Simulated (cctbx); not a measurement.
# What resolution and counting buy: Mg4Tl7As6

Space group Im-3m (no. 229), a = 9.0300 Å, b = 9.0300 Å, c = 9.0300 Å, α = 90.00°, β = 90.00°, γ = 90.00°.

| atom | mult. | x | y | z | Ueq (Å²) |
| --- | --- | --- | --- | --- | --- |
| Tl1 | 2 | 0 | 0 | 0 | 0.0098 |
| Tl2 | 12 | 0 | 1/2 | 1/4 | 0.0093 |
| As1 | 12 | 0 | 0 | 0.6841 | 0.0155 |
| Mg1 | 8 | 1/4 | 3/4 | 1/4 | 0.0238 |

The model was made for the exercise: a known structure type with other elements put in, its volume estimated, not relaxed; displacement parameters are assumed.

Five simulated data sets (cctbx; Mo Kα, λ = 0.71073 Å; 6 % proportional error) differ in resolution or exposure (noise floor 2 counts in the first three, 8 in the last two). Each is refined with the right model, isotropic at 1.1 Å and anisotropic otherwise. How do the figures of merit and the uncertainties move?

| d min (Å) | top counts | ⟨I/σ⟩ (unmerged, absences included) | unique | param. (scale apart) | Rint | R1 | GooF | largest s.u. xyz (fractional) | s.u. U of Mg1 (Å²) | largest error (Å) |
| --- | --- | --- | --- | --- | --- | --- | --- | --- | --- | --- |
| 1.1 | 40000 | 6.6 | 43 | 5 | 0.053 | 0.0095 | 1.44 | 0.00017 | 0.0019 | 0.0032 |
| 0.84 | 40000 | 6.4 | 86 | 8 | 0.051 | 0.0079 | 0.98 | 0.00007 | 0.0007 | 0.0001 |
| 0.6 | 40000 | 5.7 | 208 | 8 | 0.051 | 0.0073 | 0.96 | 0.00004 | 0.0004 | 0.0006 |
| 0.75 | 300 | 0.6 | 114 | 8 | 0.456 | 0.0601 | 0.98 | 0.00102 | 0.0138 | 0.0049 |
| 0.75 | 3000 | 2.8 | 114 | 8 | 0.096 | 0.0145 | 0.99 | 0.00020 | 0.0020 | 0.0005 |

GooF reaches 1.44 where the model lacks something that the data hold (anisotropy at the isotropic level, for one). The s.u. of U for Mg1 goes 0.0019, 0.0007, 0.0004 Å² with resolution and 0.0138, 0.0020 Å² with exposure.

The 1.1 Å row also differs in its displacement model, so it isn't a clean test of resolution.

Hardware for the 0.6 Å refinement: 0.37 s on 1 thread of Intel(R) Xeon(R) CPU @ 2.60GHz (Ice Lake), on a shared host, peak memory 0.09 GiB.
